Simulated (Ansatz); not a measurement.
Planning a run of Ansatz 0.2.0 on MoS2 (P6_3/mmc). The input:

```yaml
crystal:
  lattice:
    - [3.169, 0.0, 0.0]
    - [-1.5845, 2.7444345046, 0.0]
    - [0.0, 0.0, 12.324]
  atoms:
    - { symbol: Mo, position: [0.3333333333, 0.6666666667, 0.25] }
    - { symbol: Mo, position: [0.6666666667, 0.3333333333, 0.75] }
    - { symbol: S, position: [0.3333333333, 0.6666666667, 0.623] }
    - { symbol: S, position: [0.6666666667, 0.3333333333, 0.123] }
    - { symbol: S, position: [0.3333333333, 0.6666666667, 0.877] }
    - { symbol: S, position: [0.6666666667, 0.3333333333, 0.377] }
kpoints:
  mp_grid: { grid: [6, 6, 2] }
hamiltonian:
  xc: pbe
scf:
  occupations: { method: fixed }
gw:
  n_empty_bands: 86
  ecut_chi: 50
  qp_bands: [v2, c2]
  qp_kpoints: band_edges
  screening: { model: contour_deformation }
```

The database entry behind the starting cell differs from later determinations by our own check (about 0.3 % long), so it need not match the best structure at ambient conditions.

```sh
ansatz run input.yaml --threads 3 --pin off --max-ram 92160MiB --backend cuda --events-out ev --progress --plain --runs-dir out --devices 1 --max-vram 13GiB
```

How long will it take on 1 × NVIDIA H100 80GB HBM3 (shared by 6 runs) with 3 threads of AMD EPYC 7R13 (Zen 3), shared host, and how much memory?

It took 15 s; on shared hardware allow 7.7 s to 31 s. Peak host memory was 1.1 GiB. The sizes that set the cost: 2081 plane waves a state, 14 irreducible k points, 112 bands summed, 81 plane waves in the screening and 7 SCF cycles.

The screening grows as filled bands × empty bands × pairs of k points, times the square of the screening basis for the matrix.

[Paths, hosts, dates, memory and timing lines, banners, echoed tables and standing remarks are left out of the program output.]

[Logs are printed without paths, hosts, clocks, repeated set-up lines and the standing remarks that a program may print on its own settings, such as how far it seeks lower states.]

[Runs of the session that timed out or met a known fault of the program may be left out.]

[Cells called generated may have been cut or substituted from an entry of the Crystallography Open Database or the Materials Project.]

[No measured gap is set beside runs whose start may be inverted or whose files or cutoffs have a known fault.]

[Hosts, paths, dates, database ids (printed as entryN), source tags and the programs' standing remarks are cut or masked in the printed files.]
